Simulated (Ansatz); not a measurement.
# Moving the knobs of a GW run on TiO2 (C2/c)

A base run on TiO2 (C2/c), then changed inputs.

Calculated with Ansatz 0.2.0; G0W0 on LDA, plane waves, PAW; PAW set soft_1.

This is a report of a sequence of runs, with most program output left out.

## (1) Starting point

Symmetry: C2/c, No. 15, monoclinic system. The conventional cell has a = 5.412 Å, b = 5.413 Å, c = 5.472 Å, α = 90.00°, β = 118.77°, γ = 90.00°. Nearest to Ti lie 6 O at 1.93 to 2.00 Å. Nearest to O lie 3 Ti at 1.93 to 2.00 Å. Farther neighbours and most contacts between anions are not listed.

Structure file:

```cif
data_structure
_symmetry_space_group_name_H-M 'P 1'
_symmetry_Int_Tables_number 1
_cell_length_a 3.8273
_cell_length_b 3.8273
_cell_length_c 5.4720
_cell_angle_alpha 109.893
_cell_angle_beta 109.893
_cell_angle_gamma 90.013
_cell_volume 70.26
loop_
_atom_site_label
_atom_site_type_symbol
_atom_site_fract_x
_atom_site_fract_y
_atom_site_fract_z
_atom_site_occupancy
Ti1 Ti 0.13411 0.86589 0.25000 1
Ti2 Ti 0.86589 0.13411 0.75000 1
O3 O 0.33122 0.08876 0.66715 1
O4 O 0.66878 0.91124 0.33285 1
O5 O 0.91124 0.66878 0.83285 1
O6 O 0.08876 0.33122 0.16715 1
```

The cell and positions are those that the Materials Project relaxed with its own functionals (PBE, PBE+U or r2SCAN), kept fixed. This is not the form that TiO2 usually takes at ambient conditions.

## (2) The base run: 4×4×4 mesh, 258 empty bands, screening to 138 eV, PAW set soft_1 files

G0W0 replaces the xc potential by the self-energy, built once from these orbitals. Only a window of levels is corrected, while the sums run over the empty bands that the input names. This step takes PAW set soft_1 files.

The input, input.yaml:

```yaml
crystal:
  lattice:
    - [2.706034, -2.706655, 0.0]
    - [2.706034, 2.706655, 0.0]
    - [-2.633531, 0.0, 4.796637]
  atoms:
    - { symbol: Ti, position: [0.13411, 0.86589, 0.25] }
    - { symbol: Ti, position: [0.86589, 0.13411, 0.75] }
    - { symbol: O, position: [0.331221, 0.088755, 0.667149] }
    - { symbol: O, position: [0.668779, 0.911245, 0.332851] }
    - { symbol: O, position: [0.911245, 0.668779, 0.832851] }
    - { symbol: O, position: [0.088755, 0.331221, 0.167149] }
kpoints:
  mp_grid: { grid: [4, 4, 4] }
hamiltonian:
  xc: lda
  pseudopotentials: { kind: paw, azcp: { folder: soft_1 }, xc_functional: pbe }
scf:
  occupations: { method: fixed }
gw:
  n_empty_bands: 258
  ecut_chi: 138
  qp_bands: [v2, c2]
  qp_kpoints: band_edges
  screening: { model: contour_deformation }
```

Command:

```console
> ansatz run input.yaml --threads 3 --pin off --max-ram 92160MiB --backend cuda --events-out ev --progress --plain --runs-dir out --devices 1 --max-vram 13GiB
```

The job ended after 22 s (1 × NVIDIA H100 80GB HBM3 (shared by 6 runs) with 3 threads of AMD EPYC 7R13 (Zen 3), shared host; peak memory 1.4 GiB; 34 s of CPU time).

Numbers from this step:

| Property | Result |
| --- | --- |
| bands summed | 282 |
| RPA ε∞ on this mesh (eigenvalues) | 6.199, 7.125, 7.290 |
| plane waves in the screening matrix | 269 |
| q-points in the mesh | 64 |
| G0W0 gap on the mesh | 3.523 eV |
| k of the valence top | -0.5, -0.5, 0 |
| k of the conduction bottom | 0, 0, 0 |
| starting gap on the mesh | 1.974 eV |
| Z at the valence top | 0.7007 |
| Z at the conduction bottom | 0.7233 |
| least direct G0W0 gap on the computed points | 3.875 eV |

The gap on the mesh goes from 1.97 eV to 3.52 eV, a correction of +1.55 eV. Between the two edge states, bare exchange in place of the xc potential would open the gap by 12.76 eV, and correlation takes back 11.21 eV.

## (3) Variant: other PAW set

This step: G0W0 on LDA, plane waves, PAW.

input.yaml, as its differences from that of step 2:

```diff
@@ -16,3 +16,3 @@
   xc: lda
-  pseudopotentials: { kind: paw, azcp: { folder: soft_1 }, xc_functional: pbe }
+  pseudopotentials: { kind: paw, source: ansatz }
 scf:
@@ -20,4 +20,4 @@
 gw:
-  n_empty_bands: 258
-  ecut_chi: 138
+  n_empty_bands: 159
+  ecut_chi: 100
   qp_bands: [v2, c2]
```

The job ended after 42 s (1 × NVIDIA H100 80GB HBM3 (shared by 6 runs) with 3 threads; peak memory 1.5 GiB).

The G0W0 gap on the mesh is 3.519 eV.

Against the base:

| setting | base | variant |
| --- | --- | --- |
| files | PAW set soft_1 | hard PAW |
| empty bands | 258 | 159 |
| screening cutoff (eV) | 138 | 100 |

| quantity | variant | base |
| --- | --- | --- |
| starting gap on the mesh | 1.968 | 1.974 |
| G0W0 gap on the mesh | 3.519 | 3.523 |
| least direct G0W0 gap on the computed points | 3.872 | 3.875 |
| Z at the valence top | 0.705 | 0.701 |
| Z at the conduction bottom | 0.726 | 0.723 |

## (4) Variant: coarser q mesh

This step: G0W0 on LDA, plane waves, PAW; PAW set soft_1.

input.yaml, as its differences from that of step 3:

```diff
@@ -16,3 +16,3 @@
   xc: lda
-  pseudopotentials: { kind: paw, source: ansatz }
+  pseudopotentials: { kind: paw, azcp: { folder: soft_1 }, xc_functional: pbe }
 scf:
@@ -25 +25,2 @@
   screening: { model: contour_deformation }
+  q_mesh: [2, 2, 2]
```

Wall time 15 s (1 × NVIDIA H100 80GB HBM3 (shared by 6 runs) with 3 threads); peak memory 1.2 GiB; 22 s of CPU time.

Against the base:

| setting | base | variant |
| --- | --- | --- |
| empty bands | 258 | 159 |
| screening cutoff (eV) | 138 | 100 |
| q mesh | - | [2, 2, 2] |

| quantity | variant | base |
| --- | --- | --- |
| starting gap on the mesh | 1.974 | 1.974 |
| G0W0 gap on the mesh | 3.557 | 3.523 |
| least direct G0W0 gap on the computed points | 3.922 | 3.875 |
| Z at the valence top | 0.701 | 0.701 |
| Z at the conduction bottom | 0.716 | 0.723 |

## (5) Results

| Property | Result |
| --- | --- |
| base | 3.52 eV, 22 s |
| other PAW set | 3.52 eV, 42 s |
| coarser q mesh | 3.56 eV, 15 s |

In words: Other PAW set: the gap moves by −0.003 eV (the plane-wave cutoff goes from 420 to 930 eV). The variant differs from the base in files, empty bands and screening cutoff together, so the change can't be laid to one of them. Coarser q mesh: the gap moves by +0.03 eV; such settings are too crude to quote. The variant differs from the base in empty bands, screening cutoff and q mesh together, so the change can't be laid to one of them. All runs here use a coarse mesh and modest cutoffs; they test settings and are not final values. The 4×4×4 mesh is coarse for this cell (its supercell is 15 Å along the shortest edge). The RPA ε∞ on it, from the LDA start, is 6.20, 7.13 and 7.29; such meshes misread the long-range screening, most where the gap is narrow.

[Paths, hosts, dates, memory and timing lines, banners, echoed tables and standing remarks are left out of the program output.]

[Logs are printed without paths, hosts, clocks, repeated set-up lines and the standing remarks that a program may print on its own settings, such as how far it seeks lower states.]

[Runs of the session that timed out or met a known fault of the program may be left out.]

[Cells called generated may have been cut or substituted from an entry of the Crystallography Open Database or the Materials Project.]

[Hosts, paths, dates, database ids (printed as entryN), source tags and the programs' standing remarks are cut or masked in the printed files.]
